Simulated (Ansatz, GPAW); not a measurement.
# A 9-layer slab of Ca(100): work function by functional and basis, part 2 of 3

Aim: the work function of both faces of a 9-layer slab of Ca(100), and its spread over functionals and bases.

GPAW 26.7.0 and Ansatz 0.2.0; Ansatz plane waves; slab in vacuum with a dipole correction, relaxation (the session's first sound run).

So far, upper work function (eV): step 2 (relaxation) 2.77.

### Step 3. The slab's potential

The work function is the vacuum plateau of the electrostatic potential less the Fermi level; a dipole layer lets the two faces have plateaus of their own.

This step: GPAW, PAW setups; slab in vacuum (GPAW 26.7.0).

run.py

```python
import json
import numpy as np
from ase import Atoms
from gpaw import GPAW, PW

slab = Atoms(
    ['Ca', 'Ca', 'Ca', 'Ca', 'Ca', 'Ca', 'Ca', 'Ca', 'Ca'],
    positions=[
        [0.00000, 0.00000, 8.00000],
        [1.97283, 1.97283, 10.79000],
        [0.00000, 0.00000, 13.58000],
        [1.97283, 1.97283, 16.37000],
        [-0.00000, 0.00000, 19.09454],
        [1.97283, 1.97283, 21.80915],
        [-0.00000, 0.00000, 24.52593],
        [1.97283, 1.97283, 27.25023],
        [-0.00000, 0.00000, 29.90198]],
    cell=[[3.94566, 0.0, 0.0], [0.0, 3.94566, 0.0], [0.0, 0.0, 38.32]],
    pbc=[True, True, False])

slab.calc = GPAW(mode=PW(400), xc='PBE', kpts={'size': (8, 8, 1), 'gamma': True},
                 occupations={'name': 'fermi-dirac', 'width': 0.1}, nbands='160%',
                 convergence={'density': 1e-05}, maxiter=200,
                 poissonsolver={'dipolelayer': 'xy'},
                 symmetry={'tolerance': 1e-3}, txt='slab.txt')
result = {}
energy = slab.get_potential_energy()
fermi = slab.calc.get_fermi_level()
v = slab.calc.get_electrostatic_potential().mean((0, 1)) - fermi
n = slab.calc.get_pseudo_density().mean((0, 1))
L = slab.cell[2, 2]
z = np.arange(len(v)) * L / len(v)
low, high = slab.positions[:, 2].min(), slab.positions[:, 2].max()
below, above = np.interp([low - 5.8, high + 5.8], z, v)
slopes = [np.interp(x, z, np.gradient(v, z)) for x in (low - 5.8, high + 5.8)]
eps = np.array([[slab.calc.get_eigenvalues(k, s) for k in range(len(slab.calc.get_ibz_k_points()))]
                for s in range(slab.calc.get_number_of_spins())]) - fermi
top, bottom = eps[eps < 0].max(), eps[eps > 0].min()
dipole = slab.get_dipole_moment()[2]
print(f'energy {energy:.4f} eV, Fermi level {fermi:.4f} eV, dipole {dipole:.5f} e A')
print(f'potential 5.8 A off the faces, from the Fermi level: lower {below:.4f} eV, upper {above:.4f} eV')
print(f'slope of the potential there: lower {slopes[0]:.5f}, upper {slopes[1]:.5f} eV/A')
print(f'nearest levels on the mesh: {top:.4f} and {bottom:.4f} eV')
print('magnetic moment', round(slab.get_magnetic_moment(), 3))
result.update(energy=energy, fermi=fermi, dipole=dipole, below=below, above=above, slopes=slopes, edges=[top, bottom],
              z=z.tolist(), v=v.tolist(), n=n.tolist(), positions=slab.positions.tolist(),
              forces=slab.get_forces(apply_constraint=False).tolist(), moments=slab.get_magnetic_moments().tolist())
json.dump(result, open('result.json', 'w'))
```

Started as:

```console
$ OMP_NUM_THREADS=1 OPENBLAS_NUM_THREADS=1 python run.py
```

Output:

```text
energy -17.2168 eV, Fermi level 1.1841 eV, dipole 0.00154 e A
potential 5.8 A off the faces, from the Fermi level: lower 2.7869 eV, upper 2.7697 eV
slope of the potential there: lower -0.00080, upper 0.00082 eV/A
nearest levels on the mesh: -0.0040 and 0.0227 eV
magnetic moment 0.0
```

Elapsed: 22 min, on 1 thread of Arm Neoverse N1, shared host; peak memory 0.49 GiB.

This step gave:

| Item | Value |
| --- | --- |
| dipole along the normal | 0.001538 e·Å |
| levels nearest the Fermi level on the mesh | -0.003994, 0.02267 eV from the Fermi level |
| upper work function | 2.770 eV |
| lower work function | 2.787 eV |

The electrostatic potential energy of an electron (without an applied field's), less the Fermi level, planar mean oscillates, so the rows of the table below give means over windows of 2.77 Å about each position, cut where the curve ends. Its maxima inside the range that stand out by 2 % of the span (Å: eV): 9.4: 0.801, 12.1: 0.732, 14.9: 0.717, 17.8: 0.562, 20.4: 0.540, 23.1: 0.524, 25.9: 0.562, 28.5: 0.426. Its minima: 8.1: -9.65, 10.8: -9.54, 13.6: -9.56, 16.4: -9.60, 19.1: -9.52, 21.8: -9.58, 24.6: -9.46, 27.2: -9.53, 29.9: -9.89.

The electrostatic potential energy of an electron (without an applied field's), less the Fermi level, planar mean by z; means over each step:

z (Å), electrostatic potential energy of an electron (without an applied field's), less the Fermi level, planar mean (eV) and a bar from the least value:
```
     1.39       2.79 ##############################
     4.16       2.74 ##############################
     6.93      -1.96 ########
     9.70      -3.13 ##
    12.47      -3.14 ##
    15.24      -3.13 ##
    18.01      -3.34 #
    20.78      -3.40 #
    23.55      -3.36 #
    26.32      -3.29 ##
    29.09      -3.61 
    31.86       1.38 #######################
    34.63       2.76 ##############################
    37.40       2.77 ##############################
```

The pseudo valence density, planar mean oscillates, so the rows of the table below give means over windows of 2.77 Å about each position, cut where the curve ends. Its maxima inside the range that stand out by 2 % of the span (Å: e/Å³): 8.1: 0.591, 10.9: 0.601, 13.6: 0.608, 16.4: 0.612, 19.2: 0.603, 21.7: 0.591, 24.5: 0.609, 27.2: 0.615, 29.8: 0.589. Its minima: 9.4: 0.0555, 12.1: 0.0537, 14.9: 0.0539, 17.7: 0.0561, 20.4: 0.0560, 23.2: 0.0561, 26.0: 0.0559, 28.5: 0.0607.

Pseudo valence density, planar mean against z; means over each step:

z (Å), pseudo valence density, planar mean (e/Å³) and a bar:
```
     1.39      0.000 
     4.16      0.001 
     6.93      0.173 #####################
     9.70      0.229 ############################
    12.47      0.229 ############################
    15.24      0.229 ############################
    18.01      0.239 ##############################
    20.78      0.240 ##############################
    23.55      0.239 ##############################
    26.32      0.237 #############################
    29.09      0.243 ##############################
    31.86      0.028 ###
    34.63      0.000 
    37.40      0.000
```

Force by atom:

| atom | x (eV/Å) | y (eV/Å) | z (eV/Å) | size |
| --- | --- | --- | --- | --- |
| Ca1 | 0.000 | 0.000 | 0.122 | 0.122 |
| Ca2 | 0.000 | 0.000 | -0.076 | 0.076 |
| Ca3 | 0.000 | 0.000 | 0.001 | 0.001 |
| Ca4 | 0.000 | 0.000 | -0.056 | 0.056 |
| Ca5 | 0.000 | 0.000 | -0.005 | 0.005 |
| Ca6 | 0.000 | 0.000 | 0.002 | 0.002 |
| Ca7 | 0.000 | 0.000 | 0.013 | 0.013 |
| Ca8 | 0.000 | 0.000 | -0.013 | 0.013 |
| Ca9 | 0.000 | 0.000 | 0.011 | 0.011 |

The potential is flat to 8.2e-4 eV/Å where it is read, so the vacuum is wide enough. The geometry is the other program's minimum; here the largest force on a free atom is 0.013 eV/Å.

### Step 4. Self-consistent run: xc = "revPBE"

The same geometry under revPBE, to see how far the functional moves the levels against the vacuum.

run.py: that of step 3 with these lines changed.

```diff
@@ -20,3 +20,3 @@
 
-slab.calc = GPAW(mode=PW(400), xc='PBE', kpts={'size': (8, 8, 1), 'gamma': True},
+slab.calc = GPAW(mode=PW(400), xc='revPBE', kpts={'size': (8, 8, 1), 'gamma': True},
                  occupations={'name': 'fermi-dirac', 'width': 0.1}, nbands='160%',
```

Output:

```text
energy -15.8065 eV, Fermi level 1.2617 eV, dipole 0.00178 e A
potential 5.8 A off the faces, from the Fermi level: lower 2.7141 eV, upper 2.6942 eV
slope of the potential there: lower -0.00091, upper 0.00094 eV/A
nearest levels on the mesh: -0.0038 and 0.0163 eV
magnetic moment 0.0
```

Run time: 26 min. Hardware: 1 thread; peak memory 0.49 GiB.

Numbers from this step:

- dipole along the normal: 0.001778 e·Å
- levels nearest the Fermi level on the mesh: -0.003765, 0.01632 eV from the Fermi level
- upper work function: 2.694 eV
- lower work function: 2.714 eV

The electrostatic potential energy of an electron (without an applied field's), less the Fermi level, planar mean oscillates, so the rows of the table below give means over windows of 2.77 Å about each position, cut where the curve ends. Its maxima inside the range that stand out by 2 % of the span (Å: eV): 9.4: 0.718, 12.1: 0.646, 14.9: 0.630, 17.8: 0.474, 20.4: 0.452, 23.1: 0.436, 25.9: 0.474, 28.5: 0.339. Its minima: 8.1: -9.71, 10.8: -9.61, 13.6: -9.63, 16.4: -9.67, 19.1: -9.59, 21.8: -9.66, 24.6: -9.53, 27.2: -9.60, 29.9: -9.96.

The electrostatic potential energy of an electron (without an applied field's), less the Fermi level, planar mean by z; means over each step:

z (Å), electrostatic potential energy of an electron (without an applied field's), less the Fermi level, planar mean (eV) and a bar from the least value:
```
     1.39       2.71 ##############################
     4.16       2.66 ##############################
     6.93      -2.03 ########
     9.70      -3.21 ##
    12.47      -3.22 ##
    15.24      -3.21 ##
    18.01      -3.42 #
    20.78      -3.48 #
    23.55      -3.44 #
    26.32      -3.37 #
    29.09      -3.69 
    31.86       1.30 #######################
    34.63       2.68 ##############################
    37.40       2.70 ##############################
```

The pseudo valence density, planar mean oscillates, so the rows of the table below give means over windows of 2.77 Å about each position, cut where the curve ends. Its maxima inside the range that stand out by 2 % of the span (Å: e/Å³): 8.1: 0.591, 10.9: 0.601, 13.6: 0.608, 16.4: 0.613, 19.2: 0.603, 21.7: 0.591, 24.5: 0.610, 27.2: 0.615, 29.8: 0.589. Its minima: 9.4: 0.0555, 12.1: 0.0537, 14.9: 0.0538, 17.7: 0.0560, 20.4: 0.0559, 23.2: 0.0560, 26.0: 0.0558, 28.5: 0.0606.

Pseudo valence density, planar mean against z; means over each step:

z (Å), pseudo valence density, planar mean (e/Å³) and a bar:
```
     1.39      0.000 
     4.16      0.001 
     6.93      0.173 #####################
     9.70      0.229 ############################
    12.47      0.229 ############################
    15.24      0.229 ############################
    18.01      0.239 ##############################
    20.78      0.240 ##############################
    23.55      0.239 ##############################
    26.32      0.237 #############################
    29.09      0.243 ##############################
    31.86      0.028 ###
    34.63      0.000 
    37.40      0.000
```

Force by atom:

| atom | x (eV/Å) | y (eV/Å) | z (eV/Å) | size |
| --- | --- | --- | --- | --- |
| Ca1 | 0.0000 | 0.0000 | 0.0586 | 0.0586 |
| Ca2 | 0.0000 | 0.0000 | -0.0767 | 0.0767 |
| Ca3 | 0.0000 | 0.0000 | 0.0004 | 0.0004 |
| Ca4 | 0.0000 | 0.0000 | -0.0589 | 0.0589 |
| Ca5 | 0.0000 | 0.0000 | -0.0057 | 0.0057 |
| Ca6 | 0.0000 | 0.0000 | 0.0016 | 0.0016 |
| Ca7 | 0.0000 | 0.0000 | 0.0124 | 0.0124 |
| Ca8 | 0.0000 | 0.0000 | -0.0171 | 0.0171 |
| Ca9 | 0.0000 | 0.0000 | 0.0824 | 0.0824 |

The upper face's work function is 2.694 eV, against 2.770 eV in the first plane-wave PBE run at this geometry.

### Step 5. Self-consistent run: xc = "LDA"

The same geometry under LDA, to see how far the functional moves the levels against the vacuum.

run.py: that of step 4 with these lines changed.

```diff
@@ -20,3 +20,3 @@
 
-slab.calc = GPAW(mode=PW(400), xc='revPBE', kpts={'size': (8, 8, 1), 'gamma': True},
+slab.calc = GPAW(mode=PW(400), xc='LDA', kpts={'size': (8, 8, 1), 'gamma': True},
                  occupations={'name': 'fermi-dirac', 'width': 0.1}, nbands='160%',
```

Output:

```text
energy -19.4511 eV, Fermi level 1.0150 eV, dipole 0.00133 e A
potential 5.8 A off the faces, from the Fermi level: lower 2.9064 eV, upper 2.8917 eV
slope of the potential there: lower -0.00069, upper 0.00071 eV/A
nearest levels on the mesh: -0.0083 and 0.0199 eV
magnetic moment 0.0
```

Run time: 20 min. Hardware: 1 thread; peak memory 0.5 GiB.

This step gave:

* dipole along the normal: 0.001335 e·Å
* levels nearest the Fermi level on the mesh: -0.008304, 0.01989 eV from the Fermi level
* upper work function: 2.892 eV
* lower work function: 2.906 eV

The upper face's work function is 2.892 eV, against 2.770 eV in the first plane-wave PBE run at this geometry.

### Step 6. Self-consistent run: xc = "vdW-DF2"

The same geometry under vdW-DF2, to see how far the functional moves the levels against the vacuum (the van der Waals functionals take revPBE setups).

run.py: that of step 5 with these lines changed.

```diff
@@ -20,3 +20,3 @@
 
-slab.calc = GPAW(mode=PW(400), xc='LDA', kpts={'size': (8, 8, 1), 'gamma': True},
+slab.calc = GPAW(mode=PW(400), xc='vdW-DF2', kpts={'size': (8, 8, 1), 'gamma': True},
                  occupations={'name': 'fermi-dirac', 'width': 0.1}, nbands='160%',
```

Output:

```text
energy -341.2805 eV, Fermi level 1.0775 eV, dipole 0.00123 e A
potential 5.8 A off the faces, from the Fermi level: lower 2.9792 eV, upper 2.9657 eV
slope of the potential there: lower -0.00141, upper 0.00146 eV/A
nearest levels on the mesh: -0.0232 and 0.0332 eV
magnetic moment 0.0
```

The job ended after 33 min (1 thread; peak memory 0.84 GiB).

Numbers from this step:

```
dipole along the normal                    : 0.001227 e·Å
levels nearest the Fermi level on the mesh : -0.02320, 0.03324 eV from the Fermi level
upper work function                        : 2.966 eV
lower work function                        : 2.979 eV
```

The electrostatic potential energy of an electron (without an applied field's), less the Fermi level, planar mean oscillates, so the rows of the table below give means over windows of 2.77 Å about each position, cut where the curve ends. Its maxima inside the range that stand out by 2 % of the span (Å: eV): 9.4: 0.805, 12.1: 0.769, 14.9: 0.757, 17.8: 0.600, 20.4: 0.578, 23.1: 0.564, 25.9: 0.602, 28.5: 0.433. Its minima: 8.1: -9.54, 10.8: -9.46, 13.6: -9.46, 16.4: -9.50, 19.1: -9.43, 21.8: -9.49, 24.6: -9.37, 27.2: -9.45, 29.9: -9.79.

Electrostatic potential energy of an electron (without an applied field's), less the Fermi level, planar mean against z; means over each step:

| z (Å) | electrostatic potential energy of an electron (without an applied field's), less the Fermi level, planar mean (eV) |
| --- | --- |
| 1.39 | 2.98 |
| 4.16 | 2.91 |
| 6.93 | -1.84 |
| 9.70 | -3.08 |
| 12.47 | -3.07 |
| 15.24 | -3.06 |
| 18.01 | -3.27 |
| 20.78 | -3.34 |
| 23.55 | -3.29 |
| 26.32 | -3.22 |
| 29.09 | -3.55 |
| 31.86 | 1.51 |
| 34.63 | 2.95 |
| 37.40 | 2.97 |

The upper face's work function is 2.966 eV, against 2.770 eV in the first plane-wave PBE run at this geometry.

### Step 7. Self-consistent run: xc = "RPBE"

The same geometry under RPBE, to see how far the functional moves the levels against the vacuum.

run.py: that of step 6 with these lines changed.

```diff
@@ -20,3 +20,3 @@
 
-slab.calc = GPAW(mode=PW(400), xc='vdW-DF2', kpts={'size': (8, 8, 1), 'gamma': True},
+slab.calc = GPAW(mode=PW(400), xc='RPBE', kpts={'size': (8, 8, 1), 'gamma': True},
                  occupations={'name': 'fermi-dirac', 'width': 0.1}, nbands='160%',
```

Output:

```text
energy -15.6254 eV, Fermi level 1.2774 eV, dipole 0.00172 e A
potential 5.8 A off the faces, from the Fermi level: lower 2.7125 eV, upper 2.6933 eV
slope of the potential there: lower -0.00094, upper 0.00096 eV/A
nearest levels on the mesh: -0.0038 and 0.0143 eV
magnetic moment 0.0
```

Run time: 25 min. Hardware: 1 thread; peak memory 0.49 GiB.

This step gave:

| Item | Value |
| --- | --- |
| dipole along the normal | 0.001720 e·Å |
| levels nearest the Fermi level on the mesh | -0.003756, 0.01429 eV from the Fermi level |
| upper work function | 2.693 eV |
| lower work function | 2.713 eV |

The upper face's work function is 2.693 eV, against 2.770 eV in the first plane-wave PBE run at this geometry.

### Step 8. OptPBE vdW: xc = "optPBE-vdW"

The same geometry under optPBE-vdW, to see how far the functional moves the levels against the vacuum (the van der Waals functionals take revPBE setups).

run.py: that of step 7 with these lines changed.

```diff
@@ -20,3 +20,3 @@
 
-slab.calc = GPAW(mode=PW(400), xc='RPBE', kpts={'size': (8, 8, 1), 'gamma': True},
+slab.calc = GPAW(mode=PW(400), xc='optPBE-vdW', kpts={'size': (8, 8, 1), 'gamma': True},
                  occupations={'name': 'fermi-dirac', 'width': 0.1}, nbands='160%',
```

Output:

```text
energy -77.9373 eV, Fermi level 1.1187 eV, dipole 0.00136 e A
potential 5.8 A off the faces, from the Fermi level: lower 2.9126 eV, upper 2.8976 eV
slope of the potential there: lower -0.00168, upper 0.00171 eV/A
nearest levels on the mesh: -0.0042 and 0.0098 eV
magnetic moment 0.0
```

It took 36 min on 1 thread; peak memory 0.85 GiB.

This step gave:

- dipole along the normal: 0.001356 e·Å
- levels nearest the Fermi level on the mesh: -0.004218, 0.009845 eV from the Fermi level
- upper work function: 2.898 eV
- lower work function: 2.913 eV

The upper face's work function is 2.898 eV, against 2.770 eV in the first plane-wave PBE run at this geometry.

### Step 9. Real-space grid: mode = "fd"

A real-space grid is a second complete basis, so it checks the plane-wave result.

run.py: that of step 8 with these lines changed.

```diff
@@ -3,3 +3,3 @@
 from ase import Atoms
-from gpaw import GPAW, PW
+from gpaw import GPAW
 
@@ -20,3 +20,3 @@
 
-slab.calc = GPAW(mode=PW(400), xc='optPBE-vdW', kpts={'size': (8, 8, 1), 'gamma': True},
+slab.calc = GPAW(mode='fd', h=0.18, xc='PBE', kpts={'size': (8, 8, 1), 'gamma': True},
                  occupations={'name': 'fermi-dirac', 'width': 0.1}, nbands='160%',
```

Output:

```text
energy -17.5941 eV, Fermi level -2.7778 eV, dipole 0.00144 e A
potential 5.8 A off the faces, from the Fermi level: lower 2.7859 eV, upper 2.7691 eV
slope of the potential there: lower -0.00070, upper 0.00074 eV/A
nearest levels on the mesh: -0.0043 and 0.0232 eV
magnetic moment 0.0
```

Elapsed: 2.4 h, on 1 thread; peak memory 2.2 GiB.

This step gave:

- dipole along the normal: 0.001443 e·Å
- levels nearest the Fermi level on the mesh: -0.004305, 0.02320 eV from the Fermi level
- upper work function: 2.769 eV
- lower work function: 2.786 eV

The electrostatic potential energy of an electron (without an applied field's), less the Fermi level, planar mean oscillates, so the rows of the table below give means over windows of 2.71 Å about each position, cut where the curve ends. Its maxima inside the range that stand out by 2 % of the span (Å: eV): 9.5: 0.772, 12.1: 0.717, 15.0: 0.740, 17.8: 0.547, 20.4: 0.538, 23.1: 0.543, 25.8: 0.556, 28.6: 0.393. Its minima: 8.0: -9.88, 10.8: -9.55, 13.6: -9.60, 16.4: -9.60, 19.1: -9.55, 21.8: -9.56, 24.6: -9.48, 27.2: -9.45, 29.9: -9.89.

Electrostatic potential energy of an electron (without an applied field's), less the Fermi level, planar mean against z; means over each step:

| z (Å) | electrostatic potential energy of an electron (without an applied field's), less the Fermi level, planar mean (eV) |
| --- | --- |
| 1.35 | 2.79 |
| 4.06 | 2.74 |
| 6.77 | -1.33 |
| 9.48 | -3.01 |
| 12.19 | -2.98 |
| 14.90 | -2.98 |
| 17.61 | -3.28 |
| 20.32 | -3.30 |
| 23.03 | -3.29 |
| 25.74 | -3.26 |
| 28.45 | -3.57 |
| 31.16 | -1.16 |
| 33.87 | 2.73 |
| 36.58 | 2.77 |

The upper face's work function is 2.769 eV, against 2.770 eV in the first plane-wave PBE run at this geometry.

### Step 10. The ladder

Times are for 1 thread of Arm Neoverse N1, shared host. The series side by side:

| no. | run | upper work function (eV) | lower work function (eV) | time | memory (GiB) |
| --- | --- | --- | --- | --- | --- |
| 1 | pw | 2.770 | 2.787 | 22 min | 0.49 |
| 2 | revPBE | 2.694 | 2.714 | 26 min | 0.49 |
| 3 | LDA | 2.892 | 2.906 | 20 min | 0.5 |
| 4 | vdW DF2 | 2.966 | 2.979 | 33 min | 0.84 |
| 5 | RPBE | 2.693 | 2.713 | 25 min | 0.49 |
| 6 | optPBE vdW | 2.898 | 2.913 | 36 min | 0.85 |
| 7 | fd | 2.769 | 2.786 | 2.4 h | 2.2 |

(Part 2 of 3 ends here.)

[Logs are printed without paths, hosts, clocks, repeated set-up lines and the standing remarks that a program may print on its own settings, such as how far it seeks lower states.]

[Hosts, paths, dates, database ids (printed as entryN), source tags and the programs' standing remarks are cut or masked in the printed files.]
